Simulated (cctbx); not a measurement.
# HoZn2Sn2: solution and refinement

Cell a = 4.3000 Å, b = 4.3000 Å, c = 11.0880 Å, α = 90.00°, β = 90.00°, γ = 90.00°; space group I4/mmm (no. 139); content Ho2 Sn4 Zn4.

Simulated single-crystal data (cctbx): Mo Kα, λ = 0.71073 Å, to d = 0.6 Å, 50 % of the full sphere, strongest reflection 20000 counts, noise from counting, a 4 % proportional error and a noise floor of 2 counts (s.d.); no absorption.

Charge flipping in P1 on normalised amplitudes to 0.8 Å, δ = 1.1 σ, 30 % of the reflections treated as weak, 300 cycles:

```text
cycle      R  skewness
    0  0.560     0.26
   25  0.505     1.61
   50  0.433     2.95
   75  0.404     2.96
  100  0.391     2.80
  125  0.400     2.76
  150  0.371     2.92
  175  0.376     2.60
  200  0.409     2.68
  225  0.415     2.82
  250  0.417     2.82
  275  0.390     2.82
origin shift          correlation  skewness
 0.443  0.066  0.128      0.933      5.68
 0.443  0.067  0.319      0.930      5.87
 0.456  0.063  0.440      0.879      5.62
-0.011  0.688  0.026      0.850      0.59
taken: symmetry correlation 0.930, skewness 5.87
peak      x       y       z  mult  height/sigma
Q1    0.0000  0.0000  0.0000    2     17.5
Q2    0.0000  0.0000  0.3763    4      9.7
Q3    0.0000  0.5000  0.2500    4      8.8
Q4    0.0000  0.5000  0.0528    8      2.3
Q5    0.0000  0.5000  0.1412    8      1.6
Q6    0.0000  0.2878  0.0000    8      1.1
Q7    0.1674  0.1674  0.0536   16      1.0
Q8    0.1531  0.1531  0.3269   16      0.7
```

The origin is taken among those within 0.04 of the best correlation, by the skewness of the map.

Run time: 0.33 s on 1 thread of Arm Neoverse V2, on a shared host, peak memory 0.07 GiB.

**Question.** Which peaks are atoms, and which elements?

Heights go roughly as Z and multiplicities must add up to the content. First model: Q1 = Ho1 (2 in the cell, height 17.5), Q2 = Sn1 (4 in the cell, height 9.7) and Q3 = Zn1 (4 in the cell, height 8.8). Against the true structure, Q1 is Ho, Q2 is Sn and Q3 is Zn; the other peaks are not atoms.

Least squares on F², isotropic:

```text
Rint 0.034, 176 unique reflections to 0.60 A
cycle     R1     wR2    GooF  max shift (A)
   1  0.2139  0.5581  19.969   0.00075
   2  0.0410  0.1167   4.175   0.00000
final R1 0.0410 wR2 0.1167 GooF 4.175  parameters 4  data/parameter 44.0
atom        x        y        z      Ueq    occ   su(xyz)  su(Uiso or U11)
Ho1    0.00000  0.00000  0.00000   0.0079  1.000  0.00000  0.0003
Sn1    0.00000  0.00000  0.37637   0.0233  1.000  0.00015  0.0004
Zn1    0.00000  0.50000  0.25000   0.0156  1.000  0.00000  0.0005
difference map: max 12.05 min -5.21 rms 0.66
Q1    0.0000  0.0000  0.3428    4   12.55  0.37 A from Sn1
Q2    0.0000  0.0000  0.4114    4   11.96  0.39 A from Sn1
Q3    0.0000  0.0000  0.0000    2    3.85  0.00 A from Ho1
Q4    0.0000  0.0000  0.2705    4    1.78  1.17 A from Sn1
Q5    0.0000  0.5000  0.2500    4    1.34  0.00 A from Zn1
```

Anisotropic refinement:

```text
Rint 0.034, 176 unique reflections to 0.60 A
cycle     R1     wR2    GooF  max shift (A)
   1  0.0410  0.1167   4.212   0.00082
   2  0.0113  0.0262   0.945   0.00000
final R1 0.0113 wR2 0.0262 GooF 0.945  parameters 7  data/parameter 25.1
atom        x        y        z      Ueq    occ   su(xyz)  su(Uiso or U11)
Ho1    0.00000  0.00000  0.00000   0.0080  1.000  0.00000  0.0001
Sn1    0.00000  0.00000  0.37630   0.0235  1.000  0.00004  0.0001
Zn1    0.00000  0.50000  0.25000   0.0157  1.000  0.00000  0.0001
difference map: max 0.62 min -0.70 rms 0.19
Q1    0.0945  0.0945  0.0000    8    0.63  0.57 A from Ho1
Q2    0.0000  0.5000  0.1152    8    0.63  1.49 A from Zn1
Q3    0.0000  0.2363  0.0414   16    0.62  1.12 A from Ho1
Q4    0.0000  0.0000  0.2638    4    0.61  1.25 A from Sn1
Q5    0.0000  0.2501  0.2021   16    0.58  1.20 A from Zn1
Q6    0.0000  0.3697  0.3262   16    0.55  1.01 A from Zn1
```

**Reading.** The refinement ends at R1 = 0.0113, wR2 = 0.0262, GooF = 0.94, with difference density between -0.70 and 0.62 e/Å³. Every site matches the true model in element, within 0.001 Å r.m.s., up to an allowed shift of origin.

True model:

```
atom  mult.    x  y       z  Ueq (Å²)
 Ho1      2    0  0       0    0.0078
 Sn1      4    0  0  0.3763    0.0234
 Zn1      4  1/2  0     1/4    0.0155
```

This is a model crystal, built by substitution and not relaxed, with assumed displacement parameters.

[Middle refinement cycles are left out of these outputs.]

[Logs are printed without paths, hosts, clocks, repeated set-up lines and the standing remarks that a program may print on its own settings, such as how far it seeks lower states.]
